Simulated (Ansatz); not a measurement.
**Lattice dynamics of TlSbS3 (model cell, started as cubic perovskite with Sb in the octahedra)**

How does TlSbS3 (model cell, started as cubic perovskite with Sb in the octahedra) vibrate, and is this structure a minimum?

Method: DFT LDA, scalar-relativistic, plane waves, PAW; PAW set soft_1, in Ansatz 0.2.0.

This is a report of a sequence of runs, with most program output left out.

The structure was built from a prototype and need not be the compound's stable phase.

### Step 1. The starting structure

The structure is cubic, space group Pm-3m (No. 221). Conventional cell: a = 4.782 Å, b = 4.782 Å, c = 4.782 Å, α = 90.00°, β = 90.00°, γ = 90.00°. Nearest to Tl lie 12 S at 3.38 Å. Sb has 6 S at 2.39 Å nearest. Nearest to S lie 2 Sb at 2.39 Å. Farther neighbours and most contacts between anions are not listed.

### Step 2. Relaxation

Harmonic phonons are second derivatives at a point where the forces vanish, and they are wanted at zero stress, so atoms and cell are relaxed first.

File input.yaml:

```yaml
crystal:
  lattice:
    - [4.7824, 0.0, 0.0]
    - [0.0, 4.7824, 0.0]
    - [0.0, 0.0, 4.7824]
  atoms:
    - { symbol: Tl, position: [0.0, 0.0, 0.0] }
    - { symbol: Sb, position: [0.5, 0.5, 0.5] }
    - { symbol: S, position: [0.5, 0.5, 0.0] }
    - { symbol: S, position: [0.5, 0.0, 0.5] }
    - { symbol: S, position: [0.0, 0.5, 0.5] }
kpoints:
  mp_grid: { grid: [8, 8, 8] }
hamiltonian:
  xc: lda
  pseudopotentials: { kind: paw, azcp: { folder: soft_1 }, xc_functional: pbe }
scf:
  occupations: { method: gaussian, width: 0.1 }
output:
  forces: true
  stress: true
  eigenvalues: true
  write_density: true
  write_potential: true
  elf: true
  volumetric_format: npy
relax:
  adjacent_minimum: "off"
  f_tol: 0.005
  max_steps: 80
  cell: { stress_tol: 0.05 }
```

Launch:

```console
$ ansatz run input.yaml --threads 4 --pin off --max-ram 16384MiB --backend cpu --events-out ev --progress --plain --runs-dir out
```

Wall time 9.7 s (4 threads of Arm Neoverse V1, shared host); peak memory 0.47 GiB.

Relaxation path:

```
step  energy less that of the first step (eV)  largest force component (eV/Å)  pressure (GPa)  volume (Å³)
   1                                   0.0000                          0.0000            7.73       109.38
   2                                  -0.2683                          0.0000            0.65       120.45
   3                                  -0.2707                          0.0000            0.10       121.59
   4                                  -0.2707                          0.0000            0.00       121.81
  5*                                  -0.2738                          0.0000            0.02       121.81
```

Relaxation steps marked * repeat the geometry before them on a plane-wave basis chosen anew for their cell, so energy and pressure can jump there.

The run keeps the 48 symmetry operations that it works with, so distortions that break them were not tested.

| conventional cell, symmetrised | before | after | change |
| --- | --- | --- | --- |
| a (Å) | 4.782 | 4.957 | +3.7 % |
| b (Å) | 4.782 | 4.957 | +3.7 % |
| c (Å) | 4.782 | 4.957 | +3.7 % |
| volume (Å³/atom) | 21.88 | 24.36 | +11.4 % |

The relaxed structure:

```xyz
5
Lattice="4.9571 0.0000 0.0000 0.0000 4.9571 0.0000 0.0000 0.0000 4.9571" Properties=species:S:1:pos:R:3 pbc="T T T"
Tl    0.0000    0.0000    0.0000
Sb    2.4785    2.4785    2.4785
S     2.4785    2.4785    0.0000
S     2.4785    0.0000    2.4785
S     0.0000    2.4785    2.4785
```

Numbers from this step:

* pressure: 0.01642 GPa
* volume per atom: 24.36 Å³
* gap on the k-mesh: 0 eV

Valence density in the ac plane at fractional y = 0.500, with atoms of Sb and S within 0.2 Å of it. It is the smooth field of the valence electrons, not physical close to the nuclei.

Ten steps, logarithmic in the rise over the least value, from '_' (0 e/Å³) to '@' (13 e/Å³), each cell a mean:
```
______..--==========::..____
______..::--======--..______
....__....::------::..__....
--::::....::------::....::::
====--::::==****++--::::--==
======----**%%@@%%==----====
--====----##@@@@%%++----====
====--::--++##%%##==::--====
==--::..::--======::..::----
::........::------::......::
______..::--====--::..______
______..::========--::______
______..--====--====::..____
```
Columns run along a (5.0 Å), rows up along c (5.0 Å). Atoms in or near the plane, at fractional coordinates: Sb at (0.50, 0.50), S at (0.50, 0.00), S at (0.00, 0.50).

ELF in the ac plane at fractional y = 0.500, with atoms of Sb and S within 0.2 Å of it. It is the smooth field of the valence electrons, not physical close to the nuclei.

Ten even steps from '_' (0.01) to '@' (0.88), each cell a mean:
```
____..**@@@@--..**@@%%==____
..____--##%%%%##%%%%++..____
**==....--++####**==::..::++
@@%%++::::--======--::--**@@
@@@@##==----::::------**%%@@
::**%%**==::____..--==##%%==
__==%%**==::______--++####..
**%%%%++----....::--==##%%##
@@@@**--------------::==%%@@
%%**--..::==++++++--....==##
--..__..++##%%%%%%**--....::
____..==%%@@**++%%@@##--____
____::##@@@@::__++@@@@++____
```
Columns run along a (5.0 Å), rows up along c (5.0 Å). Atoms in or near the plane, at fractional coordinates: Sb at (0.50, 0.50), S at (0.50, 0.00), S at (0.00, 0.50).

Electrostatic potential energy in the ac plane at fractional y = 0.500, with atoms of Sb and S within 0.2 Å of it. With pseudopotentials it is smooth inside the atoms' cores, unlike the true potential.

Ten even steps from '0' (-36 eV) to '9' (12 eV), each cell a mean:
```
99998300059999
99999632489999
99999877889999
88998765689998
24787311258863
00575100027730
10475000026620
02686200047741
67898633478986
99999877789999
99999865789999
99998400279999
99998101059999
```
Columns run along a (5.0 Å; values clipped at the 3rd and 97th percentile), rows up along c (5.0 Å). Atoms in or near the plane, at fractional coordinates: Sb at (0.50, 0.50), S at (0.50, 0.00), S at (0.00, 0.50).

In this step the volume went from 21.88 to 24.36 Å³/atom.

### Step 3. Relaxation

The relaxation is repeated from its end on the same settings, as a check that it has come to rest.

input.yaml: that of step 2 with these lines changed.

```diff
@@ -2,5 +2,5 @@
   lattice:
-    - [4.7824, 0.0, 0.0]
-    - [0.0, 4.7824, 0.0]
-    - [0.0, 0.0, 4.7824]
+    - [4.9570837717, 0.0, 0.0]
+    - [0.0, 4.9570837717, 0.0]
+    - [0.0, 0.0, 4.9570837717]
   atoms:
```

Run time: 5.1 s. Hardware: 4 threads; peak memory 0.47 GiB.

Little changed from the start: no atom moved by 0.005 Å and no cell edge by 0.1 %.

In this step the volume went from 24.36 to 24.36 Å³/atom.

### Step 4. Tight relaxation

Phonons need a cell at rest on their own settings, so the relaxation is repeated with tight tolerances on forces and stress, using the mesh and the filling of the phonon run that follows.

input.yaml, the sections that differ from step 3:

```yaml
scf:
  occupations: { method: methfessel_paxton, width: 0.2 }
output:
  forces: true
  stress: true
  eigenvalues: true
relax:
  adjacent_minimum: "off"
  f_tol: 0.001
  max_steps: 60
  cell: { stress_tol: 0.01 }
# crystal, kpoints, hamiltonian: as in step 3
```

Elapsed: 6.5 s, on 4 threads; peak memory 0.47 GiB.

Little changed from the start: no atom moved by 0.005 Å and no cell edge by 0.1 %.

This step gave:

| Item | Value |
| --- | --- |
| pressure | -0.002489 GPa |
| volume per atom | 24.35 Å³ |

The forces vanish by symmetry and the pressure is -0.002 GPa, within the tolerances set. The cell now holds 24.35 Å³/atom.

### Step 5. Modes at Γ

The zone centre comes first: it holds the modes that light can see, as far as symmetry allows. No field response is asked, since the mesh shows no gap.

input.yaml, the sections that differ from step 4:

```yaml
crystal:
  lattice:
    - [4.9559718062, 0.0, 0.0]
    - [0.0, 4.9559718062, 0.0]
    - [0.0, 0.0, 4.9559718062]
  atoms:
    - { symbol: Tl, position: [0.0, 0.0, 0.0] }
    - { symbol: Sb, position: [0.5, 0.5, 0.5] }
    - { symbol: S, position: [0.5, 0.5, 0.0] }
    - { symbol: S, position: [0.5, 0.0, 0.5] }
    - { symbol: S, position: [0.0, 0.5, 0.5] }
output:
  eigenvalues: true
phonons:
  method: dfpt
# kpoints, hamiltonian, scf: as in step 4
# relax: removed
```

Wall time 55 s (4 threads); peak memory 1.5 GiB.

This step gave:

```
sum-rule residual before enforcement                    : 2.99e-5 eV/Å²
point group                                             : m-3m
highest optical mode at the zone centre (no LO-TO term) : 252.2 cm⁻¹
lowest optical zone-centre mode                         : -122.6 cm⁻¹
```

Patterns of degenerate modes are one choice out of their space. The modes at Γ (shares of kinetic energy by element, %) (negative means imaginary):

```csv
mode,frequency (cm⁻¹),symmetry,Tl %,Sb %,S %
1,-122.6,T1u,1,19,79
2,-122.6,T1u,1,19,79
3,-122.6,T1u,1,19,79
4,-98.7,T2u,0,0,100
5,-98.7,T2u,0,0,100
6,-98.7,T2u,0,0,100
7,-21.1,T1u,50,37,13
8,-21.1,T1u,50,37,13
9,-21.1,T1u,50,37,13
10,0.0,acoustic,48,29,23
11,0.0,acoustic,48,29,23
12,0.0,acoustic,48,29,23
13,252.2,T1u,0,15,85
14,252.2,T1u,0,15,85
15,252.2,T1u,0,15,85
```

Displacements in mode 2 (-122.6 cm⁻¹), the largest set to 1:
```
Tl1 -0.08  0.00  0.02
Sb2 -0.36 -0.02  0.09
S3   1.00  0.06  0.04
S4   1.00 -0.01 -0.26
S5  -0.15  0.06 -0.26
```

Displacements in mode 13 (252.2 cm⁻¹), the largest set to 1:
```
Tl1  0.00  0.00  0.00
Sb2 -0.22  0.00  0.00
S3  -0.08  0.00  0.00
S4  -0.08  0.00  0.00
S5   1.00  0.00  0.00
```

Before it was imposed, the acoustic sum rule was missed by 3.0e-5 eV/Å². Small misses are needed for a sound result but don't prove that mesh and cutoff are converged. The lowest optical mode is imaginary, 122.6i cm⁻¹, so the energy falls along it.

### Step 6. The dispersion

Stability and thermal properties need the whole zone. Linear response on a 2×2×2 q mesh gives force constants as far as a supercell of that size would.

input.yaml: that of step 5 with these lines changed.

```diff
@@ -22 +22,8 @@
   method: dfpt
+  qmesh: [2, 2, 2]
+  temperatures: { t_max: 1000, t_step: 50 }
+  qpath:
+    path:
+      - [[0.0, 0.0, 0.0], [0.0, 0.5, 0.0], [0.5, 0.5, 0.0], [0.0, 0.0, 0.0], [0.5, 0.5, 0.5], [0.0, 0.5, 0.0]]
+      - [[0.5, 0.5, 0.5], [0.5, 0.5, 0.0]]
+    npoints: 10
```

Wall time 4.2 min (4 threads); peak memory 1.3 GiB.

This step gave:

```
sum-rule residual before enforcement                    : 2.88e-5 eV/Å²
lowest frequency on the path                            : -143.2 cm⁻¹
highest frequency on the path or at a solved wavevector : 352.4 cm⁻¹
lowest mode on the q mesh (acoustic modes at Γ apart)   : -143.2 cm⁻¹
```

Frequencies (cm⁻¹) solved at each irreducible wavevector; negative means imaginary. Frequencies by wavevector, by row:

```
q in reciprocal lattice units  star  mode 1  mode 2  mode 3  mode 4  mode 13  mode 14  mode 15
                        0 0 0     1  -122.6  -122.6  -122.6   -98.7    252.2    252.2    252.2
                     0 0 -0.5     3  -126.5  -123.5  -115.2  -115.2    272.7    272.7    285.4
                  0 -0.5 -0.5     3  -143.2  -143.2  -111.6   -99.2    273.2    290.5    313.7
               -0.5 -0.5 -0.5     1  -141.1  -141.1  -141.1  -102.3    269.4    269.4    352.4
```

Interpolated from a 2×2×2 q mesh. Phonon branches along the path, in cm⁻¹:

| point | branch 1 | branch 2 | branch 3 | branch 4 | branch 12 | branch 13 | branch 14 | branch 15 |
| --- | --- | --- | --- | --- | --- | --- | --- | --- |
| Γ | -123 | -123 | -123 | -99 | 0 | 252 | 252 | 252 |
| halfway | -122 | -119 | -119 | -114 | 114 | 262 | 262 | 269 |
| X | -126 | -124 | -115 | -115 | 162 | 273 | 273 | 285 |
| halfway | -134 | -124 | -118 | -108 | 165 | 272 | 282 | 301 |
| M | -143 | -143 | -112 | -99 | 168 | 273 | 290 | 314 |
| halfway | -124 | -122 | -116 | -113 | 119 | 267 | 272 | 286 |
| Γ | -123 | -123 | -123 | -99 | 0 | 252 | 252 | 252 |
| halfway | -121 | -119 | -119 | -113 | 123 | 271 | 271 | 307 |
| R | -141 | -141 | -141 | -102 | 174 | 269 | 269 | 352 |
| halfway | -128 | -126 | -126 | -110 | 168 | 273 | 276 | 322 |
| X | -126 | -124 | -115 | -115 | 162 | 273 | 273 | 285 |
| jump to R | -141 | -141 | -141 | -102 | 174 | 269 | 269 | 352 |
| halfway | -139 | -139 | -120 | -107 | 171 | 271 | 277 | 337 |
| M | -143 | -143 | -112 | -99 | 168 | 273 | 290 | 314 |

The phonon density of states has structure finer than the step of the table below, so its rows give means over 20 cm⁻¹, whole bins alone (the curve runs from -142 to 352 cm⁻¹). Peaks (cm⁻¹: height): -107.5: 0.260, -17.5: 0.141, 7.5: 0.137, 162.5: 0.0522, 272.5: 0.208.

Tetrahedra on a 14×14×14 mesh, mean over bins of 5 cm-1. Interpolated from a 2×2×2 q mesh. The phonon density of states by wavenumber; means over each step:

```
wavenumber (cm⁻¹)  phonon density of states (1/cm⁻¹/cell)
             -120                                   0.150
             -100                                   0.111
              -80                                  3.7e-6
              -60                                       0
              -40                                       0
              -20                                  0.0658
                0                                  0.0759
               20                                  0.0113
               40                                  0.0180
               60                                  0.0161
               80                                  0.0152
              100                                  0.0154
              120                                  0.0167
              140                                  0.0218
              160                                  0.0389
              180                                 0.00503
              200                                       0
              220                                       0
              240                                  1.7e-4
              260                                  0.0369
              280                                  0.0756
              300                                  0.0185
              320                                  0.0133
              340                                 0.00531
```

The partial phonon density of states has structure finer than the step of the table below, so its rows give means over 20 cm⁻¹, whole bins alone (the curve runs from -152 to 371 cm⁻¹). Peaks (cm⁻¹: height): S -106.0: 0.208, 272.5: 0.134; Sb -119.2: 0.00986, 58.5: 0.0295, 94.7: 0.0361, 127.7: 0.0403, 154.0: 0.0430, 167.2: 0.0429, 272.5: 0.00857; Tl -13.9: 0.139, 5.9: 0.0917.

Phonopy on the run's constants, 11x11x11 mesh, Gaussian sigma 3.7 cm-1. Interpolated from a 2×2×2 q mesh. Partial phonon density of states against wavenumber; means over each step; values in 1/cm⁻¹/cell:

```
wavenumber (cm⁻¹)        S       Sb      Tl
             -140   0.0384  0.00132  3.4e-4
             -120    0.142  0.00700  8.4e-4
             -100    0.107  0.00216  1.8e-4
              -80   1.9e-4   1.8e-6       0
              -60        0        0       0
              -40   2.3e-7   1.5e-6  1.7e-5
              -20   5.1e-4   5.0e-4  0.0642
                0  0.00107   3.6e-4  0.0740
               20  0.00119  0.00257  0.0103
               40  0.00313   0.0111  4.6e-5
               60  0.00400   0.0179  1.4e-4
               80  0.00138  0.00586  2.2e-5
              100  0.00287   0.0171  7.3e-5
              120  0.00230   0.0162  4.2e-5
              140  0.00154   0.0149  3.3e-5
              160  0.00251   0.0376  6.4e-5
              180   2.2e-4  0.00642  8.6e-6
              200        0        0       0
              220        0        0       0
              240   2.9e-4   4.9e-5       0
              260   0.0355  0.00338       0
              280   0.0689  0.00458       0
              300   0.0179   6.3e-4       0
              320   0.0129   2.4e-4       0
              340  0.00539   5.1e-5       0
              360   3.8e-4   3.8e-7       0
```

Symmetry leaves 4 wavevectors to solve. The lowest mode among them, the acoustic zeros apart, lies at q = (0, -0.5, -0.5) and is imaginary, 143.2i cm⁻¹, so the energy falls along it.

### Step 7. Summary of results

* space group after relaxation (within 0.01 Å): Pm-3m
* volume per atom: 24.3 Å³
* electronic character: no gap on this mesh
* highest optical mode at the zone centre (no LO-TO term): 252 cm⁻¹
* lowest optical zone-centre mode: -123 cm⁻¹
* lowest mode on the q mesh (acoustic modes at Γ apart): -143 cm⁻¹
* highest frequency on the path or at a solved wavevector: 352 cm⁻¹
* imaginary modes on the 2×2×2 q mesh: yes

In words: Modes are clearly imaginary (beyond 10i cm⁻¹) at 4 of the 4 irreducible wavevectors, most at q = (0, -0.5, -0.5) (143.2i cm⁻¹), so this structure is not a minimum of the energy. The optical modes at Γ span -123 to 252 cm⁻¹ (negative means imaginary). The highest mode in this list at Γ, 252.2 cm⁻¹, is mostly motion of S (85 % of the kinetic energy). With no gap, or one that is small against the smearing, the frequencies hang on the k mesh and the smearing, most of all near Kohn anomalies. Spin-orbit coupling is left out, which can matter for the heavy elements here. The PAW files were made for PBE and serve the other functionals too. The starting cell was built on a prototype and not taken from a measurement, so the phase need not exist. These are harmonic frequencies at zero temperature: anharmonic shifts, linewidths and thermal expansion are left out.

[Logs are printed without paths, hosts, clocks, repeated set-up lines and the standing remarks that a program may print on its own settings, such as how far it seeks lower states.]

[Hosts, paths, dates, database ids (printed as entryN), source tags and the programs' standing remarks are cut or masked in the printed files.]
